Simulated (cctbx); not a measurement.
**ZrFe2Pb2 with cctbx, script by script**

Library: cctbx 2025.11. The data are simulated by the first script.

## 1. Simulate the data

run.py:

```python
from cctbx import adptbx, crystal, miller, sgtbx, xray
from cctbx.array_family import flex
from iotbx.shelx import hklf
from scitbx import matrix
import scitbx.random

cs = crystal.symmetry(unit_cell=(4.36, 4.36, 10.285, 90, 90, 90), space_group_symbol='Hall: -I 4 2')  # I4/mmm
atoms = [  # label, site, U (iso, or U11 U22 U33 U12 U13 U23 in A^2), occupancy
    ("Pb1", (0.5, 0.5, 0.1282), (0.0097, 0.0097, 0.0071, 0.0000, 0.0000, -0.0000), 1),
    ("Zr1", (0, 0, 0), (0.0173, 0.0173, 0.0066, 0.0000, -0.0000, -0.0000), 1),
    ("Fe1", (0.5, 0, 0.25), (0.0090, 0.0090, 0.0080, 0.0000, 0.0000, 0.0000), 1),
]
xs = xray.structure(crystal_symmetry=cs)
for label, site, u, occ in atoms:
    u = adptbx.u_cif_as_u_star(cs.unit_cell(), u) if isinstance(u, tuple) else u
    xs.add_scatterer(xray.scatterer(label, site=site, u=u, occupancy=occ))
xs.set_inelastic_form_factors(0.71073, "sasaki")
xs.show_summary()
p1 = xs.expand_to_p1()
ms = miller.build_set(p1, anomalous_flag=True, d_min=0.6)
flex.set_random_seed(136732)
scitbx.random.set_random_seed(136732)
ms = ms.select(flex.random_double(ms.size()) < 0.8)
i = ms.structure_factors_from_scatterers(p1, algorithm="direct").f_calc().as_intensity_array().data()
i = i * 70000 / flex.max(i)
sig = flex.sqrt(i + flex.pow2(0.04 * i) + 4 ** 2)
noise = scitbx.random.variate(scitbx.random.normal_distribution())(i.size())
data = ms.array(data=i + sig * noise, sigmas=sig).set_observation_type_xray_intensity()
with open("data.hkl", "w") as f:
    data.export_as_shelx_hklf(f)
print("reflections written:", data.size(), " <I/sigma> = %.1f" % flex.mean(data.data() / data.sigmas()))
for h, a, b in list(data.sort("data"))[:12]:
    print("%4d%4d%4d %9.1f %7.1f" % (h + (a, b)))
```

```console
$ python run.py
```

```text
Number of scatterers: 3
At special positions: 3
Unit cell: (4.36, 4.36, 10.285, 90, 90, 90)
Space group: I 4/m m m (No. 139)
reflections written: 3037  <I/sigma> = 10.4
   2   0   0   77280.3  2812.5
   0   2   0   73049.3  2812.5
   0  -2   0   70613.6  2812.5
  -2   0   0   67711.5  2812.5
   2   2   0   50918.8  1978.0
   2  -2   0   50620.2  1978.0
  -2   2   0   48929.3  1978.0
  -2  -2   0   48103.4  1978.0
   0   0   8   39854.5  1629.9
   0   0  -8   39048.8  1629.9
  -1  -1   4   36724.6  1388.8
  -1  -1  -4   35637.7  1388.8
```

Run time: 0.25 s on 1 thread of Arm Neoverse V2 (shared host), peak memory 0.07 GiB.

## 2. Refinement (right model, isotropic)

run.py:

```python
import math
from cctbx import adptbx, crystal, maptbx, sgtbx, xray
from cctbx.array_family import flex
from cctbx.xray import observations
from iotbx.shelx import hklf
from scitbx.lstbx import normal_eqns_solving
from smtbx import absolute_structure, utils
from smtbx.refinement import constraints, least_squares

cs = crystal.symmetry(unit_cell=(4.36, 4.36, 10.285, 90, 90, 90), space_group_symbol='Hall: -I 4 2')  # I4/mmm
atoms = [  # label, site, U (iso, or U11 U22 U33 U12 U13 U23 in A^2), occupancy
    ("Pb1", (0.5, 0.5, 0.1298), 0.0200, 1),
    ("Zr1", (0, 0, 0), 0.0200, 1),
    ("Fe1", (0.5, 0, 0.25), 0.0200, 1),
]
xs = xray.structure(crystal_symmetry=cs)
for label, site, u, occ in atoms:
    u = adptbx.u_cif_as_u_star(cs.unit_cell(), u) if isinstance(u, tuple) else u
    xs.add_scatterer(xray.scatterer(label, site=site, u=u, occupancy=occ))
xs.set_inelastic_form_factors(0.71073, "sasaki")
raw = hklf.reader(file_name="data.hkl").as_miller_arrays(crystal_symmetry=cs, anomalous=True)[0]
merged = raw.eliminate_sys_absent().merge_equivalents()
fo2 = merged.array().set_observation_type_xray_intensity()
print("Rint %.3f, %d unique reflections to %.2f A" % (merged.r_int(), fo2.size(), fo2.d_min()))
for sc in xs.scatterers():
    sc.flags.set_grad_site(True)
    sc.flags.set_grad_u_aniso(sc.flags.use_u_aniso())
    sc.flags.set_grad_u_iso(sc.flags.use_u_iso())
obs = fo2.as_xray_observations()
extra = {}
rep = constraints.reparametrisation(xs, [], utils.connectivity_table(xs), **extra)
ls = least_squares.crystallographic_ls(obs, rep, weighting_scheme=least_squares.mainstream_shelx_weighting(a=0, b=0))
print("cycle     R1     wR2    GooF  max shift (A)")
for cycle in range(8):
    ls.build_up()
    r1, wr2, goof = ls.r1_factor(cutoff_factor=2)[0], ls.wR2(), ls.goof()
    old = xs.sites_cart()
    normal_eqns_solving.levenberg_marquardt_iterations(ls, n_max_iterations=3, tau=1e-06, step_threshold=1e-7)
    big = flex.max((xs.sites_cart() - old).norms())
    print("%4d %7.4f %7.4f %7.3f %9.5f" % (cycle + 1, r1, wr2, goof, big))
    ls.build_up(objective_only=True)
    if abs(ls.wR2() - wr2) < 5e-5 and big < 5e-4:
        break
ls.build_up()
print("final R1 %.4f wR2 %.4f GooF %.3f  parameters %d  data/parameter %.1f" % (ls.r1_factor(cutoff_factor=2)[0], ls.wR2(), ls.goof(), ls.n_parameters, fo2.size() / ls.n_parameters))
cov = ls.covariance_matrix_and_annotations()
su = dict(zip(cov.annotations, (math.sqrt(max(v, 0)) for v in cov.matrix.matrix_packed_u_diagonal())))
a2 = cs.unit_cell().reciprocal_parameters()[0] ** -2
print("atom        x        y        z      Ueq    occ   su(xyz)  su(Uiso or U11)")
for sc in xs.scatterers():
    s = max(su.get(sc.label + k, 0) for k in (".x", ".y", ".z"))
    npd = "" if sc.is_positive_definite_u(cs.unit_cell()) else "  NPD"
    print("%-5s %8.5f %8.5f %8.5f %8.4f %6.3f %8.5f %7.4f%s" % ((sc.label,) + sc.site + (sc.u_iso_or_equiv(cs.unit_cell()), sc.occupancy, s, su.get(sc.label + ".uiso", su.get(sc.label + ".u11", 0) * a2), npd)))
fo = fo2.f_sq_as_f()
fc = fo.structure_factors_from_scatterers(xs, algorithm="direct").f_calc()
diff = fo.f_obs_minus_f_calc(1 / math.sqrt(ls.scale_factor()), fc).average_bijvoet_mates()
m = diff.fft_map(symmetry_flags=maptbx.use_space_group_symmetry, resolution_factor=0.25).apply_volume_scaling()
print("difference map: max %.2f min %.2f rms %.2f" % (m.statistics().max(), m.statistics().min(), m.statistics().sigma()))
peaks = m.peak_search(parameters=maptbx.peak_search_parameters(min_distance_sym_equiv=0.6, max_clusters=6)).all()
near = xs.closest_distances(peaks.sites(), distance_cutoff=4)
sps = cs.special_position_settings(min_distance_sym_equiv=0.5)
for k, (x, h) in enumerate(zip(peaks.sites(), peaks.heights())):
    ss = sps.site_symmetry(x)
    print("Q%-3d %7.4f %7.4f %7.4f %4d %7.2f  %.2f A from %s" % ((k + 1,) + tuple(t % 1 for t in ss.exact_site()) + (ss.multiplicity(), h, near.smallest_distances[k], xs.scatterers()[near.i_seqs[k]].label)))
```

```console
$ python run.py
```

```text
Rint 0.033, 167 unique reflections to 0.60 A
cycle     R1     wR2    GooF  max shift (A)
   1  0.1592  0.4079  24.907   0.01652
   2  0.0246  0.0721   4.404   0.00003
final R1 0.0246 wR2 0.0721 GooF 4.403  parameters 4  data/parameter 41.8
atom        x        y        z      Ueq    occ   su(xyz)  su(Uiso or U11)
Pb1    0.50000  0.50000  0.12819   0.0090  1.000  0.00004  0.0002
Zr1    0.00000  0.00000  0.00000   0.0139  1.000  0.00000  0.0004
Fe1    0.50000  0.00000  0.25000   0.0089  1.000  0.00000  0.0003
difference map: max 5.67 min -9.79 rms 0.65
Q1    0.0000  0.0000  0.0000    2    5.79  0.00 A from Zr1
Q2    0.0000  0.0000  0.3723    4    4.61  0.01 A from Pb1
Q3    0.0000  0.0000  0.2919    4    1.65  0.82 A from Pb1
Q4    0.0000  0.0000  0.4444    4    1.60  0.75 A from Pb1
Q5    0.0000  0.0000  0.0694    4    1.52  0.71 A from Zr1
Q6    0.0000  0.0000  0.1956    4    0.93  1.81 A from Pb1
```

Time: 0.42 s.

Figures of merit this high mean that the model is still wrong or incomplete.

## 3. Refinement (right model, anisotropic)

run.py, as its changes from the last script of this kind:

```diff
@@ -12,3 +12,3 @@
-    ("Pb1", (0.5, 0.5, 0.1298), 0.0200, 1),
-    ("Zr1", (0, 0, 0), 0.0200, 1),
-    ("Fe1", (0.5, 0, 0.25), 0.0200, 1),
+    ("Pb1", (0.5, 0.5, 0.12819), 0.0090, 1),
+    ("Zr1", (0, 0, 0), 0.0139, 1),
+    ("Fe1", (0.5, 0, 0.25), 0.0089, 1),
@@ -20,0 +21 @@
+xs.convert_to_anisotropic()
```

```console
$ python run.py
```

```text
Rint 0.033, 167 unique reflections to 0.60 A
cycle     R1     wR2    GooF  max shift (A)
   1  0.0246  0.0721   4.445   0.00002
   2  0.0071  0.0146   0.899   0.00000
final R1 0.0071 wR2 0.0146 GooF 0.899  parameters 7  data/parameter 23.9
atom        x        y        z      Ueq    occ   su(xyz)  su(Uiso or U11)
Pb1    0.50000  0.50000  0.12819   0.0089  1.000  0.00001  0.0000
Zr1    0.00000  0.00000  0.00000   0.0137  1.000  0.00000  0.0001
Fe1    0.50000  0.00000  0.25000   0.0087  1.000  0.00000  0.0001
difference map: max 1.03 min -0.71 rms 0.19
Q1    0.0000  0.0000  0.3176    4    1.03  0.56 A from Pb1
Q2    0.0000  0.0000  0.1955    4    0.86  1.81 A from Pb1
Q3    0.0000  0.0000  0.0542    4    0.72  0.56 A from Zr1
Q4    0.0000  0.1435  0.0000    8    0.59  0.63 A from Zr1
Q5    0.0000  0.0000  0.4454    4    0.55  0.76 A from Pb1
Q6    0.0000  0.1335  0.3710   16    0.55  0.58 A from Pb1
```

Time: 0.41 s.

## 4. Refinement

run.py, as its changes from the last script of this kind:

```diff
@@ -23 +23 @@
-merged = raw.eliminate_sys_absent().merge_equivalents()
+merged = raw.eliminate_sys_absent().resolution_filter(d_min=2).merge_equivalents()
@@ -35 +35 @@
-for cycle in range(8):
+for cycle in range(12):
```

```console
$ python run.py
```

```text
Rint 0.035, 8 unique reflections to 2.01 A
cycle     R1     wR2    GooF  max shift (A)
   1  0.0053  0.0148   1.857   0.00556
   2  0.0000  0.0000   0.001   0.00001
final R1 0.0000 wR2 0.0000 GooF 0.000  parameters 7  data/parameter 1.1
atom        x        y        z      Ueq    occ   su(xyz)  su(Uiso or U11)
Pb1    0.50000  0.50000  0.12765  -0.0155  1.000  0.00000  0.0000  NPD
Zr1    0.00000  0.00000  0.00000   0.0070  1.000  0.00000  0.0000  NPD
Fe1    0.50000  0.00000  0.25000  -0.0141  1.000  0.00000  0.0000  NPD
difference map: max 0.00 min -0.00 rms 0.00
Q1    0.2000  0.2000  0.0833   16    0.00  1.50 A from Zr1
Q2    0.2000  0.2000  0.5000    8    0.00  1.80 A from Pb1
```

Time: 0.43 s.

This run holds a fault made on purpose: data cut at low resolution.

## 5. Refinement

run.py, as its changes from the last script of this kind:

```diff
@@ -12,3 +12,3 @@
-    ("Pb1", (0.5, 0.5, 0.12819), 0.0090, 1),
-    ("Zr1", (0, 0, 0), 0.0139, 1),
-    ("Fe1", (0.5, 0, 0.25), 0.0089, 1),
+    ("Pb1", (0.5, 0.5, 0.0846), 0.0200, 1),
+    ("Zr1", (0, 0, 0), 0.0200, 1),
+    ("Fe1", (0.5, 0, 0.25), 0.0200, 1),
@@ -21 +20,0 @@
-xs.convert_to_anisotropic()
@@ -23 +22 @@
-merged = raw.eliminate_sys_absent().resolution_filter(d_min=2).merge_equivalents()
+merged = raw.eliminate_sys_absent().merge_equivalents()
@@ -35 +34 @@
-for cycle in range(12):
+for cycle in range(10):
@@ -39 +38 @@
-    normal_eqns_solving.levenberg_marquardt_iterations(ls, n_max_iterations=3, tau=1e-06, step_threshold=1e-7)
+    normal_eqns_solving.levenberg_marquardt_iterations(ls, n_max_iterations=3, tau=0.0001, step_threshold=1e-7)
```

```console
$ python run.py
```

```text
Rint 0.033, 167 unique reflections to 0.60 A
cycle     R1     wR2    GooF  max shift (A)
   1  0.9407  0.9958  60.804   0.01714
   2  0.8763  0.9814  59.923   0.00881
   3  0.8760  0.9812  59.916   0.00000
final R1 0.8760 wR2 0.9812 GooF 59.915  parameters 4  data/parameter 41.8
atom        x        y        z      Ueq    occ   su(xyz)  su(Uiso or U11)
Pb1    0.50000  0.50000  0.08208   0.0001  1.000  0.01231  0.0144
Zr1    0.00000  0.00000  0.00000   0.0001  1.000  0.00000  0.0250
Fe1    0.50000  0.00000  0.25000   0.5653  1.000  0.00000 13.5048
difference map: max 3980.02 min -1817.00 rms 188.93
Q1    0.0000  0.0000  0.4160    4 3981.62  0.02 A from Pb1
Q2    0.0000  0.0000  0.3294    4 2810.77  0.91 A from Pb1
Q3    0.0000  0.0000  0.0447    4 1092.39  0.46 A from Zr1
Q4    0.0000  0.5000  0.1944    8  667.03  0.57 A from Fe1
Q5    0.0000  0.5000  0.0371    8  421.23  2.19 A from Fe1
Q6    0.0000  0.0000  0.2010    4  235.78  2.07 A from Zr1
```

Time: 0.49 s.

This run holds a fault made on purpose: start far from the minimum.

## 6. Refinement

run.py, as its changes from the last script of this kind:

```diff
@@ -12,3 +12,3 @@
-    ("Pb1", (0.5, 0.5, 0.0846), 0.0200, 1),
-    ("Zr1", (0, 0, 0), 0.0200, 1),
-    ("Fe1", (0.5, 0, 0.25), 0.0200, 1),
+    ("Pb1", (0.5, 0.5, 0.12819), 0.0090, 1),
+    ("Zr1", (0, 0, 0), 0.0139, 1),
+    ("Fe1", (0.5, 0, 0.25), 0.0089, 1),
@@ -20 +20,2 @@
-xs.set_inelastic_form_factors(0.71073, "sasaki")
+# no anomalous dispersion
+xs.convert_to_anisotropic()
@@ -34 +35 @@
-for cycle in range(10):
+for cycle in range(12):
@@ -38 +39 @@
-    normal_eqns_solving.levenberg_marquardt_iterations(ls, n_max_iterations=3, tau=0.0001, step_threshold=1e-7)
+    normal_eqns_solving.levenberg_marquardt_iterations(ls, n_max_iterations=3, tau=1e-06, step_threshold=1e-7)
```

```console
$ python run.py
```

```text
Rint 0.033, 167 unique reflections to 0.60 A
cycle     R1     wR2    GooF  max shift (A)
   1  0.0439  0.1395   8.598   0.00066
   2  0.0139  0.0414   2.549   0.00000
final R1 0.0139 wR2 0.0414 GooF 2.549  parameters 7  data/parameter 23.9
atom        x        y        z      Ueq    occ   su(xyz)  su(Uiso or U11)
Pb1    0.50000  0.50000  0.12813   0.0095  1.000  0.00002  0.0001
Zr1    0.00000  0.00000  0.00000   0.0186  1.000  0.00000  0.0003
Fe1    0.50000  0.00000  0.25000   0.0063  1.000  0.00000  0.0002
difference map: max 1.63 min -3.80 rms 0.36
Q1    0.0000  0.5000  0.2889    8    1.68  0.40 A from Fe1
Q2    0.0000  0.0000  0.3117    4    1.12  0.62 A from Pb1
Q3    0.0000  0.0000  0.0758    4    1.08  0.78 A from Zr1
Q4    0.0000  0.0000  0.1974    4    1.05  1.79 A from Pb1
Q5    0.0000  0.0000  0.4377    4    0.93  0.68 A from Pb1
Q6    0.0000  0.5000  0.0587    8    0.93  1.97 A from Fe1
```

It took 0.43 s on 1 thread of Arm Neoverse V2, on a shared host, peak memory 0.09 GiB.

This run holds a fault made on purpose: anomalous dispersion left out.

[Logs are printed without paths, hosts, clocks, repeated set-up lines and the standing remarks that a program may print on its own settings, such as how far it seeks lower states.]
